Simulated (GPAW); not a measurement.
ZnS (P6_3mc): how ε∞ follows the gap

The empty bands of ZnS (P6_3mc) are shifted up rigidly by Δ, and ε∞ along x is computed for each shift. x, y and z are the Cartesian axes of the input cell.

Cell: a, b, c = 3.811, 3.811, 6.234 Å (primitive vectors), 4 atoms.

Method: GPAW 26.7.0, PBE, RPA, k-mesh 12×12×6, local fields up to 70 eV, Lorentzian half width 0.12 eV.

Launch of the response step: `OMP_NUM_THREADS=1 python df.py`. The series took 17.6 min in all, its band step included, on 1 thread of Arm Neoverse V1, on a shared host.

| Δ (eV) | ε∞ along x |
| --- | --- |
| 0.00 | 5.491 |
| 0.25 | ? |
| 0.50 | 5.161 |
| 0.75 | 5.015 |
| 1.00 | 4.881 |
| 1.50 | 4.641 |
| 2.00 | 4.432 |
| 3.00 | 4.084 |

With one effective transition at E₀ and fixed dipole strength, ε∞ − 1 = A/(E₀ + Δ), so 1/(ε∞ − 1) is linear in Δ.

Working, on the rows shown:

| x = Δ (eV) | y = 1/(ε∞ − 1) |
| --- | --- |
| 0 | 0.222668 |
| 0.5 | 0.240327 |
| 0.75 | 0.249066 |
| 1 | 0.257666 |
| 1.5 | 0.27465 |
| 2 | 0.291375 |
| 3 | 0.324254 |

Means: x̄ = 1.25, ȳ = 0.26572. Σ(x − x̄)(y − ȳ) = 0.2071, Σ(x − x̄)² = 6.125. Slope = 0.2071 / 6.125 = 0.03381; intercept = ȳ − slope · x̄ = 0.22345. Turned back into ε∞ along x, the line misses the rows shown by at most 0.016.

Q: Predict the last column of the withheld row from the fit.

A: At x = 0.25 the line gives y = 0.2319, that is 5.312. The run gave 5.319, so the interpolation is off by 0.0068, 0.5 % of the range in the table.

Refitted with all rows, the slope is 0.03386 and the intercept 0.22335. These give E₀ = intercept/slope = 6.6 eV, far above the least direct gap of 2.24 eV: most of the screening comes from transitions well over the edge. Over the first step ε∞ falls by 13 % per eV. The cell comes from an older database entry, whose edges can be off by a per cent or so. Excitons are left out; PBE gaps are as a rule too small. The values come from a sum over the points of one k-mesh and carry its error, which grows as the direct gap shrinks.
